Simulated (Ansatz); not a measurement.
# WSO: complex band structure, part 2 of 3

A new crystal, WSO: structure, gap and complex bands. It is built by putting O for part of the S in the WS2 structure of space group R3m, with the volume rescaled by atomic radii. The parent structure comes from the Materials Project.

Ansatz 0.2.0; r2SCAN DFT, plane waves, PAW files (the session's first sound run).

So far, gap on path (eV): step 3 (band edges) 1.36.

The structure was built from a prototype and need not be the compound's stable phase.

## (4) Decaying states in the gap, plane (110), k-mesh 16×16×16

This step: r2SCAN DFT, plane waves, PAW files; complex bands by layer matching along the plane's normal (Ansatz 0.2.0).

The same crystal is laid in a cell whose first two vectors span the (110) plane (indices of the standard conventional cell, whose axes can be ordered otherwise than in the bulk input). At fixed energy and wavevector in the plane the solver finds all kz, real and complex. A few wavevectors are listed, (0, 0) and (0.3255, -0.013) in units of the plane's reciprocal vectors; the slowest state needn't be among them.

input.yaml

```yaml
crystal:
  lattice:
    - [6.046150593, 0.0, 0.0]
    - [-1.478690325, 4.963328327, 0.0]
    - [-0.739345162, 2.481664163, 1.495023778]
  atoms:
    - { symbol: W, position: [0.971672698, 0.990557566, 0.0] }
    - { symbol: O, position: [0.77038757, 0.59012919, 0.0] }
    - { symbol: S, position: [0.251839732, 0.750613244, 0.0] }
kpoints:
  mp_grid: { grid: [16, 16, 16] }
scf:
  occupations: { method: fixed }
hamiltonian:
  xc: r2scan
output:
  eigenvalues: true
  transmission:
    leads: [[0, 0]]
    kpoints: [[0.0, 0.0], [0.3255, -0.013]]
    e_range: [-1.0, 2.36]
    de: 0.07
```

Launch:

```console
$ ansatz run input.yaml --threads 2 --pin off --max-ram 4096MiB --backend cpu --events-out ev --progress --plain --runs-dir out
```

Numbers of over 12 decimals in the logs are rounded to 6 here.

Output:

```text
[...]
Crystal: 3 atoms, lattice volume = 44.864 Å³
Basis set: ecut = 500 eV, 1167 PW (Γ), exchange–correlation on 180×160×96 points (64 copies of the dense FFT grid, shifted against one another)
Bands: 17, of which v1, the nominal top of the filled ones, is band 13 counted from 1 (12 counted from 0)
Symmetry: 6 space group operations
[...]
k-points: 417 of 4096 (time reversal used)
[...]
SCF iter   1: F=—  HF=-11873.128427 eV  |F-HF|=—  |Δ(HF+E_count)|=         —  Δρ=1.04e-2  dr2=2.79e-2  dr2_τ=1.32e-1  ethr=1.77e-3  ⟨swp⟩=5.0  Hψ=35170  notcnv=0  defer=753
[...]
SCF iter   9: F=-11873.222937 eV  HF=-11873.222937 eV  |F-HF|=2.03e-9  |Δ(HF+E_count)|=   1.46e-8  Δρ=3.97e-6  dr2=5.27e-9  dr2_τ=3.57e-10  ethr=3.85e-10  ⟨swp⟩=2.0  Hψ=14178  notcnv=0
SCF 1 converged in 9 iterations: F = -11873.222937 eV  dr2 = 5.27e-9
[...]
transmission: 3 of 6 steps passed
transmission: 6 of 6 steps passed
SCF converged after 9 iterations
Free energy (F): -11873.222937 eV
[...]
Internal energy: -11873.222937 eV  (E = F + TS)
E sigma→0 (E₀):  -11873.222937 eV
Fermi energy:    11.926163 eV
[...]
--- Band table (eV; the first three rows and the last of 417) ---
  k-point 0: bands = [... 9 lower, 8.7616, 9.2330, 9.2330, 11.1978, 14.1156, 14.1156, 14.8272, 14.8272]
  k-point 1: bands = [... 9 lower, 8.3970, 8.9481, 9.1990, 11.0958, 13.9096, 14.0643, 14.6409, 15.0292]
  k-point 2: bands = [... 9 lower, 7.4445, 8.3790, 9.2572, 10.5909, 13.5615, 14.1774, 14.7159, 15.6589]
  k-point 416: bands = [... 9 lower, 7.2769, 9.2548, 9.2548, 11.9262, 14.1221, 14.1221, 14.7813, 14.7813]
--- Transmission ---
  basis      : 317 plane waves across, 3 finite elements along
  points     : 2, as listed
  energies   : 49 from -1.000000 to 2.360000 eV about the Fermi level, 0.070000 eV apart; the leads are filled to 0.703308 eV, and channels, transmission and decay are at 0.680000 eV
  crystal 0  : W1S1O1, at the sites [0, 0], period 1.4950 Å: whole cells are its period
    offset         : up to 0.0000 Å between an atom of the period and one for which it stands
    channels       : 0.000000e0 a spin
    conductance    : none, the energies end too early or step too widely for 300 K: set another output.transmission.e_range or a lower de, or, where they end at an eighth of basis.ecutwfc, a higher one
    slowest decay  : 0.2454 /Å at (0.3255, -0.0130)
```

Wall time 49 s (2 threads of Intel Xeon 6975P-C (Granite Rapids), shared host); peak memory 1 GiB; 96 s of CPU time.

Numbers from this step:

```yaml
gap_on_the_k_mesh: 1.407 eV
level_to_which_the_leads_are_filled: 0.7033 eV from the Fermi level
decay_constant_at_the_filling_level_zone_centre: 0.2566 Å⁻¹
decay_constant_at_the_filling_level_slowest_listed_point: 0.2454 Å⁻¹
```

K parallel (0, 0); values up to 1.5 1/Å, a degenerate pair printed once or twice; energies at which all values exceed this have no row. Im kz of the slowest decaying states against energy, zero at the highest filled level on the SCF mesh:

```
energy (eV)  decay 1 (Å⁻¹)  decay 2 (Å⁻¹)  decay 3 (Å⁻¹)  decay 4 (Å⁻¹)
      -1.00          0.237          0.324          0.458          0.466
      -0.86          0.262          0.300          0.436          0.479
      -0.72          0.146          0.278          0.417          0.477
      -0.58          0.250          0.289          0.407          0.475
      -0.44          0.290          0.296          0.403          0.471
      -0.30          0.300          0.316          0.400          0.466
      -0.16          0.301          0.334          0.399          0.459
      -0.09          0.301          0.341          0.399          0.456
      -0.02          0.300          0.347          0.398          0.452
       0.05          0.299          0.352          0.398          0.447
       0.19          0.294          0.360          0.396          0.437
       0.33          0.287          0.364          0.395          0.425
       0.47          0.277          0.366          0.393          0.411
       0.61          0.264          0.366          0.390          0.394
       0.75          0.248          0.363          0.374          0.387
       0.89          0.226          0.349          0.357          0.383
       1.03          0.197          0.318          0.348          0.378
       1.17          0.155          0.278          0.336          0.372
       1.31         0.0819          0.224          0.320          0.364
       1.45          0.139          0.300          0.353          0.462
       1.52         0.0447          0.287          0.347          0.455
       1.66          0.256          0.331          0.442          0.476
       1.80         0.0641          0.213          0.309          0.428
       1.94          0.139          0.148          0.275          0.411
       2.08         0.0528          0.173          0.217          0.391
       2.22         0.0707          0.100          0.192          0.368
       2.36          0.143          0.170          0.202          0.337
```

K parallel (0.3255, -0.013); values up to 1.5 1/Å, a degenerate pair printed once or twice; energies at which all values exceed this have no row. The Im kz of the slowest decaying states by energy, zero at the highest filled level on the SCF mesh:

| energy (eV) | decay 1 (Å⁻¹) | decay 2 (Å⁻¹) | decay 3 (Å⁻¹) | decay 4 (Å⁻¹) |
| --- | --- | --- | --- | --- |
| -1.0000 | 0.222 | 0.340 | 0.410 | 0.469 |
| -0.7200 | 0.265 | 0.347 | 0.458 | 0.472 |
| -0.5100 | 0.280 | 0.349 | 0.471 | 0.487 |
| -0.2300 | 0.289 | 0.345 | 0.467 | 0.519 |
| -0.0200 | 0.163 | 0.288 | 0.333 | 0.460 |
| 0.2600 | 0.279 | 0.302 | 0.449 | 0.534 |
| 0.4700 | 0.266 | 0.328 | 0.436 | 0.535 |
| 0.7500 | 0.237 | 0.352 | 0.414 | 0.498 |
| 1.0300 | 0.187 | 0.367 | 0.381 | 0.450 |
| 1.2400 | 0.119 | 0.345 | 0.368 | 0.419 |
| 1.5200 | 0.261 | 0.351 | 0.382 | 0.445 |
| 1.7300 | 0.128 | 0.323 | 0.350 | 0.410 |
| 2.0100 | 0.0965 | 0.241 | 0.279 | 0.351 |
| 2.2200 | 0.117 | 0.125 | 0.179 | 0.287 |

K parallel (0.3255, -0.013). The Re kz of states that move upwards by energy, zero at the highest filled level on the SCF mesh:

```csv
energy (eV),channel 1 (Å⁻¹),channel 2 (Å⁻¹),channel 3 (Å⁻¹),channel 4 (Å⁻¹)
-1.00,-0.422,-,-,-
-0.86,-0.380,-,-,-
-0.72,-0.336,-,-,-
-0.58,-0.289,-,-,-
-0.44,-0.236,-,-,-
-0.30,-0.170,-,-,-
-0.16,-0.0435,-,-,-
-0.09,-,-,-,-
-0.02,-,-,-,-
0.05,-,-,-,-
0.19,-,-,-,-
0.33,-,-,-,-
0.47,-,-,-,-
0.61,-,-,-,-
0.75,-,-,-,-
0.89,-,-,-,-
1.03,-,-,-,-
1.17,-,-,-,-
1.31,-,-,-,-
1.45,-1.28,1.51,-,-
1.52,-1.24,1.55,-,-
1.66,-1.18,1.62,-,-
1.80,-1.11,-0.566,0.702,1.68
1.94,-0.998,-0.404,0.911,1.73
2.08,-0.289,1.79,-,-
2.22,0.312,1.86,-,-
2.36,0.547,1.94,-,-
```

At the listed wavevectors the last open channel is at -0.16 eV and the next at +1.38 eV on the grid. At +0.68 eV, the grid energy nearest the filling level (the middle of the gap on the SCF mesh), the slowest state at the listed wavevectors decays with κ = 0.245 Å⁻¹, its amplitude falling by e over 4.1 Å. Through 1 nm of this crystal that state's transmission falls by exp(−2 × 0.245 Å⁻¹ × 10 Å) = 0.0074.

## (5) Decay over the two-dimensional zone

The listed points could miss the slowest state, so one energy near mid-gap is solved on a mesh of 6×12.

input.yaml, as its differences from that of step 4:

```diff
@@ -17,6 +17,2 @@
   eigenvalues: true
-  transmission:
-    leads: [[0, 0]]
-    kpoints: [[0.0, 0.0], [0.3255, -0.013]]
-    e_range: [-1.0, 2.36]
-    de: 0.07
+  transmission: { leads: [[0, 0]], kmesh: [6, 12], e_range: [0.68, 0.69], de: 0.05 }
```

Output:

```text
[...]
Crystal: 3 atoms, lattice volume = 44.864 Å³
Basis set: ecut = 500 eV, 1167 PW (Γ), exchange–correlation on 180×160×96 points (64 copies of the dense FFT grid, shifted against one another)
Bands: 17, of which v1, the nominal top of the filled ones, is band 13 counted from 1 (12 counted from 0)
Symmetry: 6 space group operations
[...]
k-points: 417 of 4096 (time reversal used)
[...]
SCF iter   1: F=—  HF=-11873.128427 eV  |F-HF|=—  |Δ(HF+E_count)|=         —  Δρ=1.04e-2  dr2=2.79e-2  dr2_τ=1.32e-1  ethr=1.77e-3  ⟨swp⟩=5.0  Hψ=35170  notcnv=0  defer=753
[...]
SCF iter   9: F=-11873.222937 eV  HF=-11873.222937 eV  |F-HF|=2.03e-9  |Δ(HF+E_count)|=   1.46e-8  Δρ=3.97e-6  dr2=5.27e-9  dr2_τ=3.57e-10  ethr=3.85e-10  ⟨swp⟩=2.0  Hψ=14178  notcnv=0
SCF 1 converged in 9 iterations: F = -11873.222937 eV  dr2 = 5.27e-9
[...]
transmission: 12 of 114 steps passed
transmission: 24 of 114 steps passed
[...]
transmission: 114 of 114 steps passed
SCF converged after 9 iterations
Free energy (F): -11873.222937 eV
[...]
Internal energy: -11873.222937 eV  (E = F + TS)
E sigma→0 (E₀):  -11873.222937 eV
Fermi energy:    11.926163 eV
[...]
--- Band table (eV; the first three rows and the last of 417) ---
  k-point 0: bands = [... 9 lower, 8.7616, 9.2330, 9.2330, 11.1978, 14.1156, 14.1156, 14.8272, 14.8272]
  k-point 1: bands = [... 9 lower, 8.3970, 8.9481, 9.1990, 11.0958, 13.9096, 14.0643, 14.6409, 15.0292]
  k-point 2: bands = [... 9 lower, 7.4445, 8.3790, 9.2572, 10.5909, 13.5615, 14.1774, 14.7159, 15.6589]
  k-point 416: bands = [... 9 lower, 7.2769, 9.2548, 9.2548, 11.9262, 14.1221, 14.1221, 14.7813, 14.7813]
--- Transmission ---
  basis      : 317 plane waves across, 3 finite elements along
  points     : 38, standing for a mesh of 6 x 12
  energies   : 1 from 0.680000 to 0.680000 eV about the Fermi level; the leads are filled to 0.703308 eV, and channels, transmission and decay are at 0.680000 eV
  crystal 0  : W1S1O1, at the sites [0, 0], period 1.4950 Å: whole cells are its period
[...]
channels       : 0.000000e0 a spin
    conductance    : none, crystal 0 has no channel at the energies, or these end too early or step too widely for 300 K: set another output.transmission.e_range or a lower de, or, where they end at an eighth of basis.ecutwfc, a higher one
    slowest decay  : 0.2424 /Å at (0.5000, 0.0000)
```

Elapsed: 55 s, on 2 threads; peak memory 0.93 GiB; 1.8 min of CPU time.

Numbers from this step:

```yaml
least_decay_constant_on_the_mesh: 0.2424 Å⁻¹
```

Slowest decay constant (1/Å; 0 where a channel is open) over k1 and k2. At 0.6800 eV from the Fermi level.

Ten even steps from '_' (0.242) to '@' (0.430):
```
@@@@##@@##@@
%%####%%@@@@
++==++******
::::----==--
____........
____________
__........__
::--==----::
++******++==
%%@@@@%%####
@@@@##@@##@@
@@@@##%%##@@
```
Columns: k1 (b1) from -0.5 to 0.333; rows upwards: k2 (b2) from -0.5 to 0.417.

The least value on the mesh is 0.242 Å⁻¹ at +0.68 eV. At that energy the listed points give about 0.245 Å⁻¹ by interpolation, so the mesh holds no clearly slower state.

## (6) Decaying states in the gap, plane (001), k-mesh 10×10×10

The same for the (001) plane, at (0, 0), (-0.3359, 0.3255) and (-0.3385, 0.3359), to see how the decay depends on direction.

input.yaml

```yaml
crystal:
  lattice:
    - [2.990047556, 0.0, 0.0]
    - [1.495023778, 2.589457142, 0.0]
    - [1.495023778, -0.863152381, 5.794463639]
  atoms:
    - { symbol: W, position: [0.981115132, 0.009442434, 0.028327302] }
    - { symbol: O, position: [0.18025838, 0.40987081, 0.22961243] }
    - { symbol: S, position: [0.501226488, 0.249386756, 0.748160268] }
kpoints:
  mp_grid: { grid: [10, 10, 10] }
scf:
  occupations: { method: fixed }
hamiltonian:
  xc: r2scan
output:
  eigenvalues: true
  transmission:
    leads: [[0, 0]]
    kpoints: [[0.0, 0.0], [-0.3359, 0.3255], [-0.3385, 0.3359]]
    e_range: [-1.0, 2.36]
    de: 0.07
```

Output:

```text
[...]
Crystal: 3 atoms, lattice volume = 44.864 Å³
Basis set: ecut = 500 eV, 1167 PW (Γ), exchange–correlation on 96×96×180 points (64 copies of the dense FFT grid, shifted against one another)
Bands: 17, of which v1, the nominal top of the filled ones, is band 13 counted from 1 (12 counted from 0)
Symmetry: 6 space group operations
[...]
k-points: 116 of 1000 (time reversal used)
[...]
SCF iter   1: F=—  HF=-11873.128426 eV  |F-HF|=—  |Δ(HF+E_count)|=         —  Δρ=1.04e-2  dr2=2.79e-2  dr2_τ=1.32e-1  ethr=1.77e-3  ⟨swp⟩=5.0  Hψ=9788  notcnv=0  defer=208
[...]
SCF iter   9: F=-11873.222947 eV  HF=-11873.222947 eV  |F-HF|=8.44e-10  |Δ(HF+E_count)|=   1.33e-8  Δρ=3.41e-6  dr2=3.52e-9  dr2_τ=2.79e-10  ethr=3.85e-10  ⟨swp⟩=2.0  Hψ=3944  notcnv=0
SCF 1 converged in 9 iterations: F = -11873.222947 eV  dr2 = 3.52e-9
[...]
transmission: 9 of 27 steps passed
transmission: 18 of 27 steps passed
transmission: 27 of 27 steps passed
SCF converged after 9 iterations
Free energy (F): -11873.222947 eV
[...]
Internal energy: -11873.222947 eV  (E = F + TS)
E sigma→0 (E₀):  -11873.222947 eV
Fermi energy:    11.926161 eV
[...]
--- Band table (eV; the first three rows and the last of 116) ---
  k-point 0: bands = [... 9 lower, 8.7616, 9.2330, 9.2330, 11.1978, 14.1156, 14.1156, 14.8272, 14.8272]
  k-point 1: bands = [... 9 lower, 8.5968, 9.2351, 9.2351, 11.3034, 14.1163, 14.1163, 14.8227, 14.8227]
  k-point 2: bands = [... 9 lower, 8.2065, 9.2405, 9.2405, 11.5282, 14.1182, 14.1182, 14.8109, 14.8109]
  k-point 115: bands = [... 9 lower, 6.3816, 6.9485, 8.2992, 10.5400, 13.4155, 15.0827, 15.8678, 16.6808]
--- Transmission ---
  basis      : 85 plane waves across, 9 finite elements along
  points     : 3, as listed
[...]
crystal 0  : S1W1O1, at the sites [0, 0], period 5.7945 Å: whole cells are its period
[...]
channels       : 0.000000e0 a spin
[...]
slowest decay  : 0.4659 /Å at (0.0000, 0.0000)
```

Elapsed: 7.2 s, on 2 threads; peak memory 0.51 GiB.

This step gave:

| Property | Result |
| --- | --- |
| gap on the k-mesh | 1.489 eV |
| level to which the leads are filled | 0.7447 eV from the Fermi level |
| decay constant at the filling level, zone centre | 0.4659 Å⁻¹ |
| decay constant at the filling level, slowest listed point | 0.4659 Å⁻¹ |

K parallel (0, 0); values up to 1.5 1/Å, a degenerate pair printed once or twice; energies at which all values exceed this have no row. The Im kz of the slowest decaying states by energy, zero at the highest filled level on the SCF mesh:

```
energy (eV)  decay 1 (Å⁻¹)  decay 2 (Å⁻¹)  decay 3 (Å⁻¹)  decay 4 (Å⁻¹)
      -1.00          0.147          0.890           1.21           1.29
      -0.86          0.108          0.893           1.20           1.28
      -0.65          0.894           1.18           1.25              -
      -0.51          0.894           1.17           1.23           1.49
      -0.30          0.891           1.15           1.20           1.48
      -0.16          0.888           1.14           1.17           1.47
      -0.02          0.884           1.12           1.15           1.46
       0.19          0.219          0.875           1.10           1.11
       0.33          0.290          0.868           1.08           1.08
       0.54          0.380          0.856           1.03           1.06
       0.68          0.436          0.846          0.987           1.04
       0.82          0.497          0.835          0.937           1.02
       1.03          0.624          0.816          0.821          0.984
       1.17          0.724          0.801          0.959           1.39
       1.38          0.725          0.775          0.915           1.38
       1.52          0.724          0.755          0.881           1.37
       1.66          0.722          0.731          0.841           1.36
       1.87          0.684          0.717          0.759           1.34
       2.01          0.638          0.674          0.713           1.33
       2.22          0.464          0.579          0.831           1.32
       2.36          0.536          0.596          0.861           1.31
```

K parallel (-0.3359, 0.3255); values up to 1.5 1/Å, a degenerate pair printed once or twice; energies at which all values exceed this have no row. Im kz of the slowest decaying states against energy, zero at the highest filled level on the SCF mesh:

```
energy (eV)  decay 1 (Å⁻¹)  decay 2 (Å⁻¹)  decay 3 (Å⁻¹)  decay 4 (Å⁻¹)
      -1.00          0.591          0.622          0.635           1.43
      -0.86          0.617          0.648          0.659           1.41
      -0.65          0.651          0.684          0.697           1.38
      -0.51          0.675          0.715          0.731           1.35
      -0.30          0.743          0.781           1.10           1.10
      -0.16          0.704          0.753          0.774           1.28
      -0.02          0.672          0.702          0.712           1.32
       0.19          0.637          0.658          0.664           1.35
       0.33          0.617          0.635          0.640           1.36
       0.54          0.588          0.603          0.608           1.37
       0.68          0.567          0.582          0.586           1.37
       0.82          0.543          0.559          0.563           1.37
       1.03          0.498          0.516          0.521           1.37
       1.17          0.453          0.476          0.482           1.37
       1.38          0.303          0.324          0.326           1.36
       1.52          0.432          0.433          0.435           1.36
       1.66          0.458          0.458          0.460           1.35
       1.87          0.471          0.471          0.472           1.34
       2.01          0.472          0.472          0.473           1.34
       2.22          0.466          0.466          0.466           1.33
       2.36          0.457          0.458          0.458           1.32
```

K parallel (-0.3385, 0.3359); values up to 1.5 1/Å, a degenerate pair printed once or twice; energies at which all values exceed this have no row. Im kz of the slowest decaying states against energy, zero at the highest filled level on the SCF mesh:

| energy (eV) | decay 1 (Å⁻¹) | decay 2 (Å⁻¹) | decay 3 (Å⁻¹) | decay 4 (Å⁻¹) |
| --- | --- | --- | --- | --- |
| -1.00 | 0.591 | 0.622 | 0.634 | 1.43 |
| -0.86 | 0.617 | 0.648 | 0.659 | 1.41 |
| -0.65 | 0.651 | 0.684 | 0.696 | 1.38 |
| -0.51 | 0.675 | 0.716 | 0.731 | 1.35 |
| -0.30 | 0.744 | 0.783 | 1.09 | 1.11 |
| -0.16 | 0.704 | 0.754 | 0.773 | 1.28 |
| -0.02 | 0.672 | 0.702 | 0.712 | 1.32 |
| 0.19 | 0.638 | 0.658 | 0.664 | 1.35 |
| 0.33 | 0.618 | 0.635 | 0.640 | 1.36 |
| 0.54 | 0.588 | 0.603 | 0.608 | 1.37 |
| 0.68 | 0.567 | 0.582 | 0.586 | 1.37 |
| 0.82 | 0.543 | 0.559 | 0.563 | 1.37 |
| 1.03 | 0.498 | 0.516 | 0.521 | 1.37 |
| 1.17 | 0.453 | 0.476 | 0.482 | 1.37 |
| 1.38 | 0.304 | 0.324 | 0.326 | 1.36 |
| 1.52 | 0.432 | 0.433 | 0.435 | 1.36 |
| 1.66 | 0.458 | 0.458 | 0.460 | 1.35 |
| 1.87 | 0.471 | 0.471 | 0.472 | 1.34 |
| 2.01 | 0.472 | 0.472 | 0.473 | 1.34 |
| 2.22 | 0.466 | 0.466 | 0.466 | 1.33 |
| 2.36 | 0.457 | 0.458 | 0.458 | 1.32 |

At +0.75 eV, the grid energy nearest the filling level (the middle of the gap on the SCF mesh), the slowest state at the listed wavevectors decays with κ = 0.466 Å⁻¹, its amplitude falling by e over 2.1 Å; the first such run, plane (110), gave 0.245 Å⁻¹.

(Continued in part 3 of 3.)

[Logs are printed without paths, hosts, clocks, repeated set-up lines and the standing remarks that a program may print on its own settings, such as how far it seeks lower states.]

[Hosts, paths, dates, database ids (printed as entryN), source tags and the programs' standing remarks are cut or masked in the printed files.]
